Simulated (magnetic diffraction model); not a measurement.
## Which magnetic order? NdNiPb3

Space group I4mm (no. 107), a = 4.8630 Å, c = 11.0280 Å.

| site | atom | x | y | z |
| --- | --- | --- | --- | --- |
| 4b | Pb | 0 | 1/2 | 0.4020 |
| 2a | Pb | 0 | 0 | 0.2323 |
| 2a | Nd | 1/2 | 1/2 | 0.1636 |
| 2a | Ni | 1/2 | 1/2 | 0.4995 |

The compound is invented for this exercise: a known structure type with other elements, its cell scaled to their sizes and not relaxed.

Only Nd is taken to order (form factors of Nd3+); orders and moment sizes are assumed, and not adapted to the symmetry. Radiation: neutrons of λ = 2.567 Å, 2° to 80°; isotropic B of 0.2 Å² (Pb), 0.21 Å² (Nd) and 0.24 Å² (Ni). The intensities are simulated: I ∝ L Σ (|F_N|² + |F_M⊥|²) for unpolarised neutrons, with F_M = 2.695 fm/μB × Σ f(s) S exp(2πi Q·r) exp(−B s²) at Q = H ± k (one set where k and −k are equivalent), only the part normal to Q counting and L = 1/(sin²θ cos θ). For a modulated order the moment at position r is S exp(−2πi k·r) + c.c., with S = m/2 for a sine wave of amplitude m and S = m(u + iv)/2 for moments turning in a plane, u and v being orthogonal unit vectors in it; the phase factor of the sum at Q = H + k is then exp(2πi H·r). Form factors are spin-only for 3d ions and dipole or tabulated for f ions, scattering lengths are Sears's of 1992, and absorption is left out. A label names one of the reflections at its angle. The strongest nuclear line in the range is 100, and lines under 0.2 are left out.

Above the ordering temperature:

```tsv
2θ (°)	index	I
26.92	(0 0 2)	10.0
33.53	(1 0 1)	17.4
43.83	(1 1 0)	6.3
51.91	(1 0 3)	40.1
52.19	(1 1 2)	100.0
55.49	(0 0 4)	14.4
63.72	(2 0 0)	99.8
70.47	(2 0 2)	7.6
73.27	(1 1 4)	65.3
73.96	(2 1 1)	9.4
79.43	(1 0 5)	25.5
```

Below it (cell unchanged):

```
2θ (°)      I
  2.67  193.1
 24.18    2.4
 26.92   10.0
 29.67    1.6
 32.51    7.5
 33.53   17.4
 34.75    6.4
 43.83    6.3
 43.92    4.3
 49.59    2.7
 50.69    3.0
 51.91   40.1
 52.19  100.0
 52.50    0.5
 53.83    2.6
 54.32    2.2
 55.49   14.4
 58.53    0.4
 63.72   99.8
 63.79    2.1
 69.21    1.7
 70.47    7.6
 70.72    1.4
 71.84    1.6
 73.27   65.3
 73.38    3.2
 73.96    9.4
 74.67    3.1
 75.91    1.2
 76.32    1.1
 79.43   25.5
```

**Question.** Find the propagation vector, then choose among these models:
A. moments turning in the plane of [100] and [010], 3.2 μB on Nd
B. a sine wave with moments along [100] (amplitudes given), 3.2 μB on Nd
C. moments turning in the plane of [001] and [100], 3.2 μB on Nd
D. a sine wave with moments along [010] (amplitudes given), 3.2 μB on Nd

The new lines index as (0 0 1/5) at 2.67°, (0 0 9/5) at 24.18°, (0 0 11/5) at 29.67° and (1 0 4/5) at 32.51°, that is as H ± k with k = (0 0 1/5). Satellites come in pairs about each point of the reciprocal lattice.

Magnetic intensity, observed (below minus above) and for each model:

| 2θ (°) | index | observed | A | B | C | D |
| --- | --- | --- | --- | --- | --- | --- |
| 2.67 | (0 0 1/5) | 193.1 | 386.2 | 193.1 | 193.1 | 193.1 |
| 24.18 | (0 0 9/5) | 2.4 | 4.7 | 2.4 | 2.4 | 2.4 |
| 32.51 | (1 0 4/5) | 7.5 | 5.8 | 2.9 | 7.5 | 2.9 |
| 34.75 | (1 0 6/5) | 6.4 | 5.6 | 2.8 | 6.4 | 2.8 |
| 43.92 | (1 1 1/5) | 4.3 | 2.9 | 1.4 | 4.3 | 1.4 |
| 49.59 | (1 0 14/5) | 2.7 | 3.6 | 1.8 | 2.7 | 1.8 |
| 73.38 | (2 1 4/5) | 3.2 | 2.2 | 1.1 | 3.2 | 1.1 |
| 74.67 | (2 1 6/5) | 3.1 | 2.2 | 1.1 | 3.1 | 1.1 |

Model C matches.

The structure used: k = (0 0 1/5), moments turning in the plane of [001] and [100], 3.2 μB on Nd.

[Logs are printed without paths, hosts, clocks, repeated set-up lines and the standing remarks that a program may print on its own settings, such as how far it seeks lower states.]
